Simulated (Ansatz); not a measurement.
# Mo(100) with 4 thermally displaced layers, 2x2: scattering by thermal displacements

How much do lattice vibrations at 180 K scatter the electrons of Mo? Layers with random displacements are laid between perfect leads, and the resistance is followed against their length.

Program: Ansatz 0.2.0. Level of theory: Ansatz plane-wave DFT, PBE, PAW files; ballistic transport by layer matching (Landauer), zero bias; PAW set soft_1. Results are calculated unless marked as measured.

Report form: the programs' logs are mostly left out.

## 1. Starting point

The cell holds 56 atoms: 56 Mo. Its edges and angles: a = 6.294 Å, b = 6.294 Å, c = 22.029 Å, α = 90.0°, β = 90.0°, γ = 90.0°. It derives from Mo. Regions: lead, 40 atoms (40 Mo); scattering region, 16 atoms (16 Mo). The structure is stacked along c, and the current runs across the ab planes.

## 2. With 4 displaced layers

Each atom of 4 layers is moved at random, by amounts drawn from a normal law 0.0396 Å wide in each direction from the Debye model (450 K) at 180 K. The layers about the cell's end stay perfect and serve as the lead. Disorder leaves little or no symmetry, which makes such runs dear. Energies from -0.05 to 0.05 eV in steps of 0.05 eV are too few for the program's thermal sum, so it prints no conductance; for a metal the transmission near the Fermi level serves, at a fraction of the cost.

Contents of input.yaml:

```yaml
crystal:
  lattice:
    - [6.294, 0.0, 0.0]
    - [0.0, 6.294, 0.0]
    - [0.0, 0.0, 22.029]
  atoms:
    - { symbol: Mo, position: [0.0, 0.0, 0.0357142857] }
    - { symbol: Mo, position: [0.0, 0.5, 0.0357142857] }
    - { symbol: Mo, position: [0.5, 0.0, 0.0357142857] }
    - { symbol: Mo, position: [0.5, 0.5, 0.0357142857] }
    - { symbol: Mo, position: [0.25, 0.25, 0.1071428571] }
    - { symbol: Mo, position: [0.25, 0.75, 0.1071428571] }
    - { symbol: Mo, position: [0.75, 0.25, 0.1071428571] }
    - { symbol: Mo, position: [0.75, 0.75, 0.1071428571] }
[... 44 atom lines left out ...]
    - { symbol: Mo, position: [0.25, 0.25, 0.9642857143] }
    - { symbol: Mo, position: [0.25, 0.75, 0.9642857143] }
    - { symbol: Mo, position: [0.75, 0.25, 0.9642857143] }
    - { symbol: Mo, position: [0.75, 0.75, 0.9642857143] }
kpoints:
  mp_grid: { grid: [4, 4, 1] }
hamiltonian:
  xc: pbe
  pseudopotentials: { kind: paw, azcp: { folder: soft_1 } }
scf:
  occupations: { method: fermi_dirac, width: 0.1 }
output:
  transmission: { leads: [[0, 4]], kmesh: [8, 8], e_range: [-0.05, 0.05], de: 0.05 }
  write_potential: true
  write_density: true
  volumetric_format: npy
  elf: true
```

On the command line:

```
$ ansatz run input.yaml --threads 4 --pin off --max-ram 15360MiB --backend cpu --events-out ev --progress --plain --runs-dir out
```

Wall time 15 min (4 threads of Arm Neoverse V1, shared host); peak memory 7.7 GiB.

Numbers from this step:

| Item | Value |
| --- | --- |
| free energy | -277538.9997 eV |
| energy at zero smearing | -277538.2839 eV |
| Fermi energy | 21.18 eV |
| cell area | 39.61 Å² |
| transmission per spin nearest the Fermi level | 6.465 |
| open channels per spin nearest the Fermi level | 6.781 |
| step of the lead's potential | 0.9 meV |

Per spin. Table of transmission, zone mean by energy, zero at the Fermi level:

```
energy (eV)  transmission, zone mean
    -0.0500                     6.26
     0.0000                     6.47
     0.0500                     6.57
```

Per spin. Open channels, zone mean, lead against energy, zero at the Fermi level:

```
energy (eV)  open channels, zone mean, lead
    -0.0500                            6.59
     0.0000                            6.78
     0.0500                            6.91
```

Transmission over k1 and k2. At 0.0000 eV from the Fermi level.

Ten even steps from '0' (0.0) to '9' (14.1):
```
00134310
21379731
23799973
24999994
23799973
21379731
00134310
00222220
```
Columns: k1 (b1) from -0.5 to 0.375; rows upwards: k2 (b2) from -0.5 to 0.375.

Open channels over k1 and k2. At 0.0000 eV from the Fermi level.

Values, 8 rows by 8 columns:
```
 0.0  1.0  2.0  5.0  7.0  5.0  2.0  1.0
 4.0  2.0  6.0 12.0 15.0 12.0  6.0  2.0
 4.0  5.0 12.0 14.0 14.0 14.0 12.0  5.0
 4.0  7.0 15.0 14.0 14.0 14.0 15.0  7.0
 4.0  5.0 12.0 14.0 14.0 14.0 12.0  5.0
 4.0  2.0  6.0 12.0 15.0 12.0  6.0  2.0
 0.0  1.0  2.0  5.0  7.0  5.0  2.0  1.0
 0.0  0.0  4.0  4.0  4.0  4.0  4.0  0.0
```
Columns: k1 (b1) from -0.5 to 0.375; rows upwards: k2 (b2) from -0.5 to 0.375.

ELF in the ca plane at fractional y = 0.000, with atoms of Mo within 0.2 Å of it. It is the smooth field of the valence electrons, not physical close to the nuclei.

Values, 9 rows by 16 columns, each cell a mean:
```
0.49 0.53 0.32 0.42 0.59 0.32 0.38 0.62 0.32 0.32 0.62 0.36 0.32 0.59 0.41 0.32
0.31 0.29 0.42 0.34 0.26 0.41 0.36 0.27 0.39 0.39 0.26 0.37 0.41 0.26 0.34 0.42
0.34 0.32 0.42 0.37 0.29 0.41 0.40 0.28 0.41 0.41 0.26 0.39 0.41 0.28 0.37 0.41
0.43 0.47 0.36 0.38 0.52 0.34 0.34 0.55 0.34 0.34 0.57 0.36 0.34 0.53 0.38 0.36
0.52 0.56 0.26 0.46 0.59 0.28 0.37 0.61 0.32 0.32 0.61 0.39 0.28 0.59 0.45 0.26
0.35 0.37 0.40 0.34 0.40 0.38 0.33 0.42 0.35 0.35 0.39 0.33 0.37 0.40 0.34 0.40
0.38 0.35 0.41 0.41 0.33 0.41 0.41 0.32 0.42 0.42 0.31 0.42 0.41 0.32 0.41 0.41
0.31 0.31 0.42 0.32 0.31 0.39 0.33 0.27 0.38 0.37 0.32 0.34 0.39 0.31 0.32 0.41
0.51 0.56 0.28 0.45 0.60 0.29 0.39 0.62 0.31 0.32 0.62 0.37 0.29 0.60 0.44 0.28
```
Columns run along c (16.0 Å, from fractional 0.14 to 0.86 of the cell), rows up along a (6.3 Å). Atoms in or near the plane, at fractional coordinates: Mo at (0.18, 0.00), Mo at (0.18, 0.50), Mo at (0.32, 0.00), Mo at (0.32, 0.50), Mo at (0.46, 0.99), Mo at (0.47, 0.50), Mo at (0.61, 0.00), Mo at (0.61, 0.51), Mo at (0.75, 0.00), Mo at (0.75, 0.50).

Electrostatic potential energy in the ca plane at fractional y = 0.000, with atoms of Mo within 0.2 Å of it. With pseudopotentials it is smooth inside the atoms' cores, unlike the true potential.

Values in eV, 9 rows by 16 columns, each cell a mean:
```
-17 -24  20  -7 -32  16  -2 -40  11  11 -36   3  16 -32  -6  19
 16  15  22  18  14  21  18   9  20  21  13  20  21  13  18  22
 20  19  22  20  18  21  21  18  21  21  17  21  22  18  20  22
 -9 -15  20   0 -21  18   8 -25  13  14 -28   6  18 -22   0  20
-29 -37  18 -17 -46  14  -3 -51   5   7 -50  -5  13 -46 -16  18
  2  -2  21   8  -6  20  14  -9  17  18  -6  14  20  -7   9  21
 21  21  22  21  20  22  22  21  22  22  21  22  22  20  21  22
 10   7  21  13   4  21  18   7  20  19   1  17  21   4  14  21
-25 -33  19 -14 -42  15  -3 -43  11   7 -47  -2  14 -42 -13  18
```
Columns run along c (16.0 Å, from fractional 0.14 to 0.86 of the cell; values clipped at the 3rd and 97th percentile), rows up along a (6.3 Å). Atoms in or near the plane, at fractional coordinates: Mo at (0.18, 0.00), Mo at (0.18, 0.50), Mo at (0.32, 0.00), Mo at (0.32, 0.50), Mo at (0.46, 0.99), Mo at (0.47, 0.50), Mo at (0.61, 0.00), Mo at (0.61, 0.51), Mo at (0.75, 0.00), Mo at (0.75, 0.50).

Valence density in the ca plane at fractional y = 0.000, with atoms of Mo within 0.2 Å of it. It is the smooth field of the valence electrons, not physical close to the nuclei.

Ten even steps from '0' (0.2 e/Å³) to '9' (7.0 e/Å³), each cell a mean:
```
15884000016973000038961000048851000159830000
01331000002331000014530000013310000023310000
00000000000000000000000000000000000000000000
00000000000000000000000000000000000000000000
00000000000000000000000000000000000000000000
00000000000000000000000000000000000000000000
02331000002431000013420000014420000024310000
15884000016973000027972000048951000159830000
16995000027983000038982000049961000169940000
03663000014652000015651000025630000036620000
00110000001110000001110000001100000001100000
00000000000000000000000000000000000000000000
00000000000000000000000000000000000000000000
00000000000000000000000000000000000000000000
00110000001110000000100000001100000001100000
03663000014752000014530000036630000146620000
16995000027983000048971000059961000169940000
```
Columns run along c (16.0 Å, from fractional 0.14 to 0.86 of the cell), rows up along a (6.3 Å). Atoms in or near the plane, at fractional coordinates: Mo at (0.18, 0.00), Mo at (0.18, 0.50), Mo at (0.32, 0.00), Mo at (0.32, 0.50), Mo at (0.46, 0.99), Mo at (0.47, 0.50), Mo at (0.61, 0.00), Mo at (0.61, 0.51), Mo at (0.75, 0.00), Mo at (0.75, 0.50).

Over the solved energies the transmission per spin lies between 6.26 and 6.57, out of 6.76 channels of the lead on average (up to 6.91).

## 3. With 8 displaced layers

Each atom of 8 layers is moved at random, by amounts drawn from a normal law 0.0396 Å wide in each direction from the Debye model (450 K) at 180 K. A fresh draw is used; the growth of the resistance with length is what counts.

System of this step: Mo(100) with 8 thermally displaced layers, 2x2. The cell holds 72 atoms: 72 Mo. Cell: a = 6.294 Å, b = 6.294 Å, c = 28.323 Å, α = 90.0°, β = 90.0°, γ = 90.0°. It derives from Mo. Regions: lead, 40 atoms (40 Mo); scattering region, 32 atoms (32 Mo). The structure is stacked along c, and the current runs across the ab planes.

Contents of input.yaml:

```yaml
crystal:
  lattice:
    - [6.294, 0.0, 0.0]
    - [0.0, 6.294, 0.0]
    - [0.0, 0.0, 28.323]
  atoms:
    - { symbol: Mo, position: [0.0, 0.0, 0.0277777778] }
    - { symbol: Mo, position: [0.0, 0.5, 0.0277777778] }
    - { symbol: Mo, position: [0.5, 0.0, 0.0277777778] }
    - { symbol: Mo, position: [0.5, 0.5, 0.0277777778] }
    - { symbol: Mo, position: [0.25, 0.25, 0.0833333333] }
    - { symbol: Mo, position: [0.25, 0.75, 0.0833333333] }
    - { symbol: Mo, position: [0.75, 0.25, 0.0833333333] }
    - { symbol: Mo, position: [0.75, 0.75, 0.0833333333] }
[... 60 atom lines left out ...]
    - { symbol: Mo, position: [0.25, 0.25, 0.9722222222] }
    - { symbol: Mo, position: [0.25, 0.75, 0.9722222222] }
    - { symbol: Mo, position: [0.75, 0.25, 0.9722222222] }
    - { symbol: Mo, position: [0.75, 0.75, 0.9722222222] }
kpoints:
  mp_grid: { grid: [4, 4, 1] }
hamiltonian:
  xc: pbe
  pseudopotentials: { kind: paw, azcp: { folder: soft_1 } }
scf:
  occupations: { method: fermi_dirac, width: 0.1 }
output:
  transmission: { leads: [[0, 4]], kmesh: [8, 8], e_range: [-0.05, 0.05], de: 0.05 }
  write_potential: true
  write_density: true
  volumetric_format: npy
```

Run time: 22 min. Hardware: 4 threads; peak memory 8 GiB.

Numbers from this step:

```yaml
free_energy: -356835.6054 eV
energy_at_zero_smearing: -356834.7806 eV
fermi_energy: 21.11 eV
transmission_per_spin_nearest_the_fermi_level: 5.918
open_channels_per_spin_nearest_the_fermi_level: 6.594
step_of_the_lead_s_potential: 2.8 meV
```

Per spin. Transmission, zone mean against energy, zero at the Fermi level:

```
energy (eV)  transmission, zone mean
    -0.0500                     5.92
     0.0000                     5.92
     0.0500                     5.88
```

Over the solved energies the transmission per spin lies between 5.88 and 5.92, out of 6.59 channels of the lead on average (up to 6.66).

## 4. With 12 displaced layers

Each atom of 12 layers is moved at random, by amounts drawn from a normal law 0.0396 Å wide in each direction from the Debye model (450 K) at 180 K. A fresh draw is used; the growth of the resistance with length is what counts.

System of this step: Mo(100) with 12 thermally displaced layers, 2x2. The cell holds 88 atoms: 88 Mo. Its edges and angles: a = 6.294 Å, b = 6.294 Å, c = 34.617 Å, α = 90.0°, β = 90.0°, γ = 90.0°. It derives from Mo. Regions: lead, 40 atoms (40 Mo); scattering region, 48 atoms (48 Mo). The structure is stacked along c, and the current runs across the ab planes.

Contents of input.yaml:

```yaml
crystal:
  lattice:
    - [6.294, 0.0, 0.0]
    - [0.0, 6.294, 0.0]
    - [0.0, 0.0, 34.617]
  atoms:
    - { symbol: Mo, position: [0.0, 0.0, 0.0227272727] }
    - { symbol: Mo, position: [0.0, 0.5, 0.0227272727] }
    - { symbol: Mo, position: [0.5, 0.0, 0.0227272727] }
    - { symbol: Mo, position: [0.5, 0.5, 0.0227272727] }
    - { symbol: Mo, position: [0.25, 0.25, 0.0681818182] }
    - { symbol: Mo, position: [0.25, 0.75, 0.0681818182] }
    - { symbol: Mo, position: [0.75, 0.25, 0.0681818182] }
    - { symbol: Mo, position: [0.75, 0.75, 0.0681818182] }
[... 76 atom lines left out ...]
    - { symbol: Mo, position: [0.25, 0.25, 0.9772727273] }
    - { symbol: Mo, position: [0.25, 0.75, 0.9772727273] }
    - { symbol: Mo, position: [0.75, 0.25, 0.9772727273] }
    - { symbol: Mo, position: [0.75, 0.75, 0.9772727273] }
kpoints:
  mp_grid: { grid: [4, 4, 1] }
hamiltonian:
  xc: pbe
  pseudopotentials: { kind: paw, azcp: { folder: soft_1 } }
scf:
  occupations: { method: fermi_dirac, width: 0.1 }
output:
  transmission: { leads: [[0, 4]], kmesh: [8, 8], e_range: [-0.05, 0.05], de: 0.05 }
  write_potential: true
  write_density: true
  volumetric_format: npy
```

The job ended after 29 min (4 threads; peak memory 8.2 GiB; 1.9 h of CPU time).

This step gave:

```
free energy                                   : -436131.5322 eV
energy at zero smearing                       : -436130.4466 eV
Fermi energy                                  : 21.13 eV
transmission per spin nearest the Fermi level : 5.421
step of the lead's potential                  : 3 meV
```

Per spin. Transmission, zone mean against energy, zero at the Fermi level:

```
energy (eV)  transmission, zone mean
    -0.0500                     5.37
     0.0000                     5.42
     0.0500                     5.58
```

Over the solved energies the transmission per spin lies between 5.37 and 5.58, out of 6.64 channels of the lead on average (up to 6.78).

## 5. The fit

This step: Ansatz plane-wave DFT, PBE, PAW files; ballistic transport by layer matching (Landauer), zero bias; resistivity from the slope of the area resistance; PAW set soft_1 (Ansatz 0.2.0).

This step gave:

```
resistivity           : 10.20 µΩ cm
intercept             : -0.02970 fΩ m²
scatter about the fit : 0.005738 fΩ m²
```

Resistance, by row:

```
run  length (Å)      T  channels N  RA (fΩ m²)
 n4       6.294  6.433        6.76     0.03853
 n8       12.59  5.904       6.594     0.09054
n12       18.88  5.454       6.635      0.1669
```

The area resistance by length of the displaced region:

```
length of the displaced region (Å)  area resistance (fΩ m²)
                              6.29                   0.0385
                             12.59                   0.0905
                             18.88                    0.167
```

The area resistance goes from 0.039 to 0.17 fΩ m² between 6.3 and 18.9 Å, a slope of 10 µΩ cm.

By hand from the end points: (0.1669 − 0.03853) fΩ m² / (18.88 − 6.29) Å = 10 µΩ cm, since 1 fΩ m² per Å is 1000 µΩ cm.

## 6. Outcome

```json
{
  "resistivity from the slope": "10.2 µΩ cm",
  "area resistance over 6.29 Å": "0.0385 fΩ m²",
  "area resistance over 12.6 Å": "0.0905 fΩ m²",
  "area resistance over 18.9 Å": "0.167 fΩ m²"
}
```

What this shows: The slope gives 10 µΩ cm. The points scatter by 0.0057 fΩ m² about the line, with one random draw a length in a 2x2 cell, so the slope is a rough value. The mean square of the displacements drawn is 0.78, 0.91 and 1.0 of the nominal one at the three lengths; with each resistance scaled back by that, the slope is 9.0 µΩ cm, the value used below. The lead's own channel count moves between the runs (6.76, 6.59 and 6.64), which shifts RA and the slope too. Read with a model of isotropic scattering on a spherical Fermi surface and the lead's 1.3×10¹⁵ S/m², this slope means a mean free path near 71 Å; over these lengths the model's slope is 1.13 times its bulk resistivity, which would be 8.0 µΩ cm. Uncorrelated displacements put too much weight on short waves, which scatter strongly; with the sideways repeat of a small cell, one draw and three short lengths, the method is good to a factor of two or three.

[Logs are printed without paths, hosts, clocks, repeated set-up lines and the standing remarks that a program may print on its own settings, such as how far it seeks lower states.]

[Hosts, paths, dates, database ids (printed as entryN), source tags and the programs' standing remarks are cut or masked in the printed files.]
